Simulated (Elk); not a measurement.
An input for Elk 11.2.3 (patched build) (LiF (Griceite)):

```
tasks
  0

xctype
  20

rgkmax
  8.5

gmaxvr
  18.0

lmaxapw
  10

lmaxo
  8

nxlo
  2

lorbcnd
  .true.

autolinengy
  .true.

tshift
  .false.

ngridk
  6 6 6

swidth
  0.0005

maxscl
  80

vkloff
  0.05 0.15 0.25

nempty
  10

sppath
  './'

avec
  0.0000000000 3.8059084150 3.8059084150
  3.8059084150 0.0000000000 3.8059084150
  3.8059084150 3.8059084150 -0.0000000000

atoms
  2
  'Li.in'
  1
  0.0000000000 0.0000000000 0.0000000000
  'F.in'
  1
  0.5000000000 0.5000000000 0.5000000000
```

```sh
OMP_NUM_THREADS=4 elk > log
```

How long will it take on 4 threads of Arm Neoverse V1, shared host, and how much memory?

It took 35 s; on shared hardware allow 18 s to 71 s. Peak host memory was 0.14 GiB.

[Paths, hosts, dates, memory and timing lines, banners, echoed tables and standing remarks are left out of the program output.]

[Logs are printed without paths, hosts, clocks, repeated set-up lines and the standing remarks that a program may print on its own settings, such as how far it seeks lower states.]

[Runs of the session that timed out or met a known fault of the program may be left out.]

[Hosts, paths, dates, database ids (printed as entryN), source tags and the programs' standing remarks are cut or masked in the printed files.]
